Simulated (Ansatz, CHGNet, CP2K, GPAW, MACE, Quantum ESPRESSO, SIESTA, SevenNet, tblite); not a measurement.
# Quantum ESPRESSO on H-capped Ge nanowire along [001] with a Si core (65 atoms): settings against a plane-wave reference

How do the settings of Quantum ESPRESSO change the result for H-capped Ge nanowire along [001] with a Si core (65 atoms)? A plane-wave run serves as the yardstick.

Calculated with Quantum ESPRESSO 7.5; the method is named at each step.

## 1. Set-up

The cell holds 65 atoms: 28 Ge, 9 Si and 28 H. Cell: a = 26.501 Å, b = 26.501 Å, c = 5.658 Å, α = 90.0°, β = 90.0°, γ = 90.0°. It derives from Ge (diamond-structure). Round section of size parameter 6.53 Å cut from diamond-structure Ge (a = 5.658 Å) along [001], 1 period, broken bonds capped with H, 12 Å of vacuum, Si core of radius 3.59 Å. Then every atom was moved at random, 0.02 Å r.m.s. a Cartesian component (hydrogen 0.6 of that). Regions: wire, 37 atoms (28 Ge and 9 Si); hydrogen, 28 atoms (28 H). Vacuum lies along a and b. The structure's axis is c.

The yardstick, on the same geometry:

```
method                                           : Kohn-Sham DFT, PBE, PAW, plane waves (Ansatz 0.2.0); cutoff 420 eV, Γ point, fermi-dirac smearing of 0.05 eV; PAW set soft_2
r.m.s. force component                           : 0.5625 eV/Å
longest force                                    : 2.161 eV/Å
gap (highest filled to lowest empty level) : 2.051 eV
SCF cycles                                       : 10
time                                             : 43 s on 4 threads of Arm Neoverse V1, shared host
CPU time                                         : 2.8 min
```

## 2. PBE, sssp-1.3.0-efficiency, 45/360 Ry

Method: Kohn-Sham DFT, PBE, SSSP efficiency 1.3.0 pseudopotentials, plane waves.

pw.in

```
&control
  calculation = 'scf'
  pseudo_dir = './pseudo'
  outdir = './tmp'
  disk_io = 'none'
  tprnfor = .true.
/
&system
  ibrav = 0
  nat = 65
  ntyp = 3
  ecutwfc = 45
  ecutrho = 360
  nosym = .true.
  occupations = 'smearing'
  smearing = 'fd'
  degauss = 0.003675
/
&electrons
  conv_thr = 3.3e-07
  electron_maxstep = 100
  mixing_beta = 0.4
  mixing_mode = 'local-TF'
  diagonalization = 'david'
/
ATOMIC_SPECIES
Ge 72.630 Ge.upf
Si 28.085 Si.upf
H 1.008 H.upf
CELL_PARAMETERS angstrom
26.50091 0.00000 0.00000
0.00000 26.50091 0.00000
0.00000 0.00000 5.65800
ATOMIC_POSITIONS crystal
Ge 0.35070 0.34925 0.25362
Ge 0.34802 0.42462 0.50373
Ge 0.27326 0.42424 0.75587
Ge 0.27414 0.49954 0.00024
Ge 0.34971 0.50018 0.24429
Ge 0.34876 0.57503 0.50151
Ge 0.27432 0.57463 0.74565
Ge 0.34961 0.65165 0.24640
Ge 0.49770 0.27316 0.49562
Ge 0.42312 0.27275 0.75658
Ge 0.42549 0.34684 0.00495
Ge 0.49935 0.34950 0.25256
Si 0.49850 0.42470 0.49340
Si 0.42585 0.42431 0.75033
Si 0.42558 0.50025 0.00082
Si 0.49893 0.49984 0.25272
Si 0.50027 0.57618 0.49913
Si 0.42364 0.57621 0.75077
Ge 0.42520 0.65165 0.99599
Ge 0.50068 0.65139 0.25536
Ge 0.50011 0.72790 0.50015
Ge 0.42513 0.72937 0.75283
Ge 0.57283 0.27316 0.74803
Ge 0.57475 0.34994 0.00748
Ge 0.65264 0.34909 0.24979
Ge 0.65088 0.42324 0.49627
Si 0.57662 0.42531 0.74201
Si 0.57695 0.49947 0.99908
Ge 0.65177 0.50175 0.25837
Ge 0.65140 0.57456 0.49572
Si 0.57496 0.57589 0.74586
Ge 0.57753 0.65160 0.00096
Ge 0.65371 0.65301 0.24341
Ge 0.57374 0.72608 0.75607
Ge 0.72794 0.42325 0.74114
Ge 0.72582 0.49916 0.00824
Ge 0.72747 0.57356 0.74867
H 0.30104 0.34907 0.09596
H 0.34734 0.30138 0.39941
H 0.27281 0.37752 0.90248
H 0.22559 0.42388 0.59312
H 0.22614 0.49994 0.15306
H 0.22713 0.57440 0.59793
H 0.27257 0.62215 0.91425
H 0.30233 0.65063 0.10137
H 0.34770 0.69909 0.40420
H 0.50111 0.22451 0.33943
H 0.37770 0.27318 0.59056
H 0.42359 0.22662 0.90403
H 0.50041 0.77257 0.34938
H 0.37693 0.72648 0.58949
H 0.42403 0.77412 0.90937
H 0.62154 0.27308 0.59320
H 0.57420 0.22727 0.90468
H 0.69667 0.34791 0.09196
H 0.65032 0.30177 0.41421
[... 5 atom lines left out ...]
H 0.77374 0.42463 0.59677
H 0.77384 0.50039 0.14966
H 0.77296 0.57575 0.59264
H 0.72759 0.62261 0.90850
K_POINTS gamma
```

The run is started by

```
$ OMP_NUM_THREADS=1 mpirun -np 4 pw.x -in pw.in > output.txt
```

What it wrote:

```text
Program PWSCF
     gamma-point specific algorithms are used
     one sub-group per band group will be used
     scalapack distributed-memory algorithm (size of sub-group:  2*  2 procs)
     Parallelization info
     sticks:   dense  smooth     PW     G-vecs:    dense   smooth      PW
     Min       17965    8977   2246               773332   273288   34213
     Max       17970    8980   2250               773334   273289   34214
     Sum       71869   35917   8993              3093333  1093153  136855
     bravais-lattice index     =            0
     lattice parameter (alat)  =      50.0795  a.u.
     unit-cell volume          =   26815.2048 (a.u.)^3
     number of atoms/cell      =           65
     number of atomic types    =            3
     number of electrons       =       456.00
     number of Kohn-Sham states=          274
     kinetic-energy cutoff     =      45.0000  Ry
     charge density cutoff     =     360.0000  Ry
     scf convergence threshold =      3.3E-07
     mixing beta               =       0.4000
     number of iterations used =            8  local-TF  mixing
     Exchange-correlation= PBE
                           (   1   4   3   4   0   0   0)
     crystal axes: (cart. coord. in units of alat)
               a(1) = (   1.000000   0.000000   0.000000 )
               a(2) = (   0.000000   1.000000   0.000000 )
               a(3) = (   0.000000   0.000000   0.213502 )
     reciprocal axes: (cart. coord. in units 2 pi/alat)
               b(1) = (  1.000000  0.000000  0.000000 )
               b(2) = (  0.000000  1.000000  0.000000 )
               b(3) = (  0.000000  0.000000  4.683795 )
     PseudoPot. # 1 for Ge:
     Pseudo is Ultrasoft + core correction, Zval = 14.0
     PseudoPot. # 2 for Si:
     Pseudo is Ultrasoft + core correction, Zval =  4.0
     PseudoPot. # 3 for H :
     Pseudo is Ultrasoft, Zval =  1.0
     atomic species   valence    mass     pseudopotential
     Ge               14.00    72.63000     Ge( 1.00)
     Si                4.00    28.08500     Si( 1.00)
     H                 1.00     1.00800     H ( 1.00)
     No symmetry found
   Cartesian axes
     number of k points=     1  Fermi-Dirac smearing, width (Ry)=  0.0037
                       cart. coord. in units 2pi/alat
        k(    1) = (   0.0000000   0.0000000   0.0000000), wk =   2.0000000
     Dense  grid:  1546667 G-vectors     FFT dimensions: ( 320, 320,  72)
     Smooth grid:   546577 G-vectors     FFT dimensions: ( 216, 216,  45)
     Initial potential from superposition of free atoms
     starting charge     455.9702, renormalised to     456.0000
     negative rho (up, down):  6.424E-04 0.000E+00
     Starting wfcs are  316 randomized atomic wfcs
     Self-consistent Calculation
     iteration #  1     ecut=    45.00 Ry     beta= 0.40
     Threshold (ethr) on eigenvalues was too large:
     Diagonalizing with lowered threshold
     negative rho (up, down):  2.781E-07 0.000E+00
     total energy              =   -6117.30173845 Ry
     estimated scf accuracy    <       2.13466788 Ry
     iteration #  2     ecut=    45.00 Ry     beta= 0.40
     negative rho (up, down):  1.351E-08 0.000E+00
     total energy              =   -6116.92735111 Ry
     estimated scf accuracy    <       1.04830605 Ry
     iteration #  3     ecut=    45.00 Ry     beta= 0.40
     total energy              =   -6117.01110796 Ry
     estimated scf accuracy    <       0.11274159 Ry
     iteration #  4     ecut=    45.00 Ry     beta= 0.40
     total energy              =   -6116.99441784 Ry
     estimated scf accuracy    <       0.07331057 Ry
     iteration #  5     ecut=    45.00 Ry     beta= 0.40
     c_bands:  1 eigenvalues not converged
     negative rho (up, down):  1.141E-02 0.000E+00
     total energy              =   -6116.99223690 Ry
     estimated scf accuracy    <       0.04271844 Ry
     iteration #  6     ecut=    45.00 Ry     beta= 0.40
     negative rho (up, down):  6.504E-02 0.000E+00
     total energy              =   -6116.99149736 Ry
     estimated scf accuracy    <       0.01441292 Ry
[...]
negative rho (up, down):  1.109E-02 0.000E+00
[...]
total energy              =   -6116.99188834 Ry
[...]
iteration # 14     ecut=    45.00 Ry     beta= 0.40
[...]
total energy              =   -6116.99187935 Ry
     estimated scf accuracy    <       0.00000286 Ry
     iteration # 15     ecut=    45.00 Ry     beta= 0.40
     negative rho (up, down):  7.876E-04 0.000E+00
     total energy              =   -6116.99188147 Ry
     estimated scf accuracy    <       0.00000081 Ry
     iteration # 16     ecut=    45.00 Ry     beta= 0.40
     negative rho (up, down):  7.378E-04 0.000E+00
     End of self-consistent calculation
          k = 0.0000 0.0000 0.0000 ( 68428 PWs)   bands (ev):
   -26.2382 -26.2325 -26.2024 -26.1944 -26.1820 -26.1756 -26.1754 -26.1613
   -26.1611 -26.1593 -26.1443 -26.1428 -26.1369 -26.1351 -26.1304 -26.1276
   -26.1254 -26.1237 -26.1188 -26.1181 -26.1164 -26.1098 -26.1086 -26.1018
   -26.1007 -26.0973 -26.0918 -26.0865 -26.0819 -26.0775 -26.0767 -26.0751
   -26.0723 -26.0712 -26.0697 -26.0627 -26.0618 -26.0589 -26.0554 -26.0448
   -26.0431 -26.0378 -26.0361 -26.0320 -26.0293 -26.0278 -26.0269 -26.0236
[...]
1.0838   1.1877   1.2121   1.2594   1.3027   1.3956   1.5183   1.5626
     1.5880   1.6412   1.6510   1.7055   1.7449   1.8171   1.8377   1.9239
     1.9787   2.1403   2.1619   2.3289   2.3669   2.3931   2.4232   2.4329
     2.4458   2.5135
     the Fermi energy is    -1.3337 ev
!    total energy              =   -6116.99188167 Ry
     estimated scf accuracy    <       0.00000033 Ry
     smearing contrib. (-TS)   =      -0.00000000 Ry
     internal energy E=F+TS    =   -6116.99188167 Ry
     The total energy is F=E-TS. E is the sum of the following terms:
     one-electron contribution =  -29669.44577533 Ry
     hartree contribution      =   15068.37880975 Ry
     xc contribution           =   -1706.87895942 Ry
     ewald contribution        =   10190.95404333 Ry
     convergence has been achieved in  16 iterations
     negative rho (up, down):  7.378E-04 0.000E+00
     Forces acting on atoms (cartesian axes, Ry/au):
     atom    1 type  1   force =    -0.02399097    0.01783085   -0.01988340
     atom    2 type  1   force =     0.02768234    0.00454438    0.01062348
     atom    3 type  1   force =    -0.00934935    0.03298946   -0.03680937
     atom    4 type  1   force =     0.00819179    0.00656007   -0.00999428
     atom    5 type  1   force =     0.00949341   -0.00696663    0.00379790
     atom    6 type  1   force =     0.02205540    0.01090814   -0.00550572
[...]
atom   63 type  3   force =     0.02732059   -0.00054118    0.02006732
     atom   64 type  3   force =     0.03047131   -0.00382097   -0.02063725
     atom   65 type  3   force =     0.00587838   -0.01824593   -0.02283241
     Total force =     0.302833     Total SCF correction =     0.001402
     Message from routine punch:
     Nothing written, as per user request (disk_io='none')
```

It took 7.8 min on 4 MPI ranks of Arm Neoverse V1, shared host; peak memory 8.2 GiB; 31 min of CPU time.

Banners, paths, timers and routine set-up lines are dropped from the logs unmarked, and long logs keep their key lines alone; longer cuts are marked.

Against the reference:

| Item | Value |
| --- | --- |
| r.m.s. force component | 0.5576 eV/Å |
| r.m.s. difference of force components | 7.556 meV/Å |
| longest difference of force vectors | 22.86 meV/Å |
| force difference over r.m.s. force | 1.343 % |
| slope of forces against the reference's | 0.9913 |
| correlation of force components | 1 |
| gap (highest filled to lowest empty level) | 2.054 eV |
| gap difference | 0.0021 eV |

Length of the force difference by element (eV/Å):

| element | atoms | mean | most |
| --- | --- | --- | --- |
| Ge | 28 | 0.012 | 0.023 |
| H | 28 | 0.014 | 0.019 |
| Si | 9 | 0.0016 | 0.0021 |

Levels nearest the highest filled one (eV from it): -1.39, -1.27, -1.17, -0.92, -0.87, -0.81, -0.80, -0.74, -0.29, -0.27, -0.16, 0.00, 2.05, 2.12, 2.14, 2.20, 2.31, 2.37, 2.46, 2.63, 2.66, 2.69, 2.93, 3.01.

A closer look about Si14, one of the 9 Si atoms: 9 atoms, nearest first, numbered in the order of the input, with positions taken from that point.

```
atom      x      y      z  distance (Å)  bonds     Fx     Fy  Fz (eV/Å)
Si14   0.00   0.00   0.00          0.00      4  -0.16   0.11       0.18
Si13   1.93   0.01  -1.45          2.41      4   0.39   0.36       0.65
Si15  -0.01   2.01   1.42          2.46      4   0.16  -0.01      -0.43
 Ge2  -2.06   0.01  -1.40          2.49      4   0.71   0.12       0.27
Ge11  -0.01  -2.05   1.44          2.51      4  -0.20   0.94      -0.67
Ge12   1.95  -1.98  -2.82          3.96      4   0.14   0.05       0.34
Si16   1.94   2.00  -2.82          3.96      4   0.47   0.19      -0.28
Ge12   1.95  -1.98   2.84          3.97      4   0.14   0.05       0.34
 Ge1  -1.99  -1.99  -2.81          3.98      4  -0.62   0.46      -0.51
```

Forces lie 1.3 % from the reference's, at 11 times its CPU time.

## 3. PBE+D3(BJ), sssp-1.3.0-efficiency, 45/360 Ry

Method: Kohn-Sham DFT, PBE+D3(BJ), SSSP efficiency 1.3.0 pseudopotentials, plane waves.

pw.in: that of step 2 with these lines changed.

```diff
@@ -17,2 +17,5 @@
   degauss = 0.003675
+  vdw_corr = 'dft-d3'
+  dftd3_version = 4
+  dftd3_threebody = .false.
 /
```

What it wrote:

```text
[banner, memory and clock lines left out]
Program PWSCF
     gamma-point specific algorithms are used
     one sub-group per band group will be used
[... lines left out ...]
     total energy              =   -6117.55692888 Ry
[... lines left out ...]
     total energy              =   -6117.64068573 Ry
[... lines left out ...]
     c_bands:  1 eigenvalues not converged
[... lines left out ...]
     total energy              =   -6117.62145713 Ry
[... lines left out ...]
     total energy              =   -6117.62145924 Ry
[... lines left out ...]
     the Fermi energy is    -1.3337 ev
!    total energy              =   -6117.62145945 Ry
[... lines left out ...]
     The total energy is F=E-TS. E is the sum of the following terms:
     one-electron contribution =  -29669.44577533 Ry
     hartree contribution      =   15068.37880975 Ry
     xc contribution           =   -1706.87895942 Ry
     ewald contribution        =   10190.95404333 Ry
     DFT-D3 Dispersion         =      -0.62957778 Ry
     convergence has been achieved in  16 iterations
     negative rho (up, down):  7.378E-04 0.000E+00
     Forces acting on atoms (cartesian axes, Ry/au):
     atom    1 type  1   force =    -0.02185389    0.01982622   -0.01983776
     atom    2 type  1   force =     0.02835272    0.00536950    0.00988378
     atom    3 type  1   force =    -0.00642309    0.03404460   -0.03673592
[...]
atom   64 type  3   force =     0.02984097   -0.00414033   -0.02077044
     atom   65 type  3   force =     0.00518537   -0.01847086   -0.02266248
     Total force =     0.304560     Total SCF correction =     0.001402
     Message from routine punch:
     Nothing written, as per user request (disk_io='none')
```

Wall time 7.8 min (4 MPI ranks); peak memory 8.2 GiB.

Numbers from this run, and their distance from the reference:

```
r.m.s. force component                           : 0.5608 eV/Å
r.m.s. difference of force components            : 26.01 meV/Å
longest difference of force vectors              : 87.41 meV/Å
force difference over r.m.s. force               : 4.625 %
slope of forces against the reference's          : 0.9959
correlation of force components                  : 0.9989
gap (highest filled to lowest empty level) : 2.054 eV
gap difference                                   : 0.0021 eV
```

Against the first run (1.3 %), the force difference from the reference is 4.6 %, at 1.0 times the CPU time; the model has changed, so this is no error of the program alone.

## 4. The ladder

Differences are against the plane-wave reference, forces as r.m.s. over components; share is that over the reference's r.m.s. force, slope the least-squares factor from reference forces to these. Total energies of different programs have different zeros and aren't compared.

```csv
run,"Δ force, r.m.s. (meV/Å)",share (%),slope,Δ gap (eV),cores,CPU time,memory (GiB)
reference,-,-,-,-,4,2.8 min,3.6
"QE PBE, sssp-1.3.0-efficiency, 45/360 Ry",7.56,1.34,0.991,0.0021,4,31 min,8.2
"QE PBE+D3(BJ), sssp-1.3.0-efficiency, 45/360 Ry",26.0,4.62,0.996,0.0021,4,31 min,8.2
```

CPU time is summed over cores on a shared host, where runs went side by side, so it is rough. Symmetry, cutoffs, thresholds, outputs and thread counts weren't matched or tuned between programs; memory under MPI is the largest rank's times the ranks.

## 5. Results

```yaml
nearest_in_forces: QE PBE, sssp-1.3.0-efficiency, 45/360 Ry, 1.3 %
its_cpu_time: 31 min
```

In words: PBE on plane waves or a grid with other potentials, cutoffs or grids differs from the reference by 1.3 % (QE PBE, sssp-1.3.0-efficiency, 45/360 Ry) of the r.m.s. force; this holds the reference's own error, so differences of a few per cent don't tell which side is nearer the exact PBE result (QE's 45 Ry are 612 eV, against the reference's 420 eV). Rows with another functional or a dispersion term differ by 4.6 % (QE PBE+D3(BJ), sssp-1.3.0-efficiency, 45/360 Ry), which mixes the change of model with differences of basis and potentials. None of the electronic-structure runs in the table takes under half the reference's CPU time of 2.8 min; they take 11 to 11 times as much. PBE gaps agree with the reference's 2.05 eV within 0.003 eV. These are spacings on the run's k-points, which needn't hold the band edges. The cell is under 6 Å thick along one periodic direction, so every atom has periodic images of itself close by, which move with it and show among its neighbours and in g(r). The electronic-structure runs sample only Γ, in a cell whose periodic width is 6 Å.

[Also dropped from logs without a mark: logging warnings of Python, and SIESTA's first energy breakdown and zero terms.]

[Logs are printed without paths, hosts, clocks, repeated set-up lines and the standing remarks that a program may print on its own settings, such as how far it seeks lower states.]

[Hosts, paths, dates, database ids (printed as entryN), source tags and the programs' standing remarks are cut or masked in the printed files.]
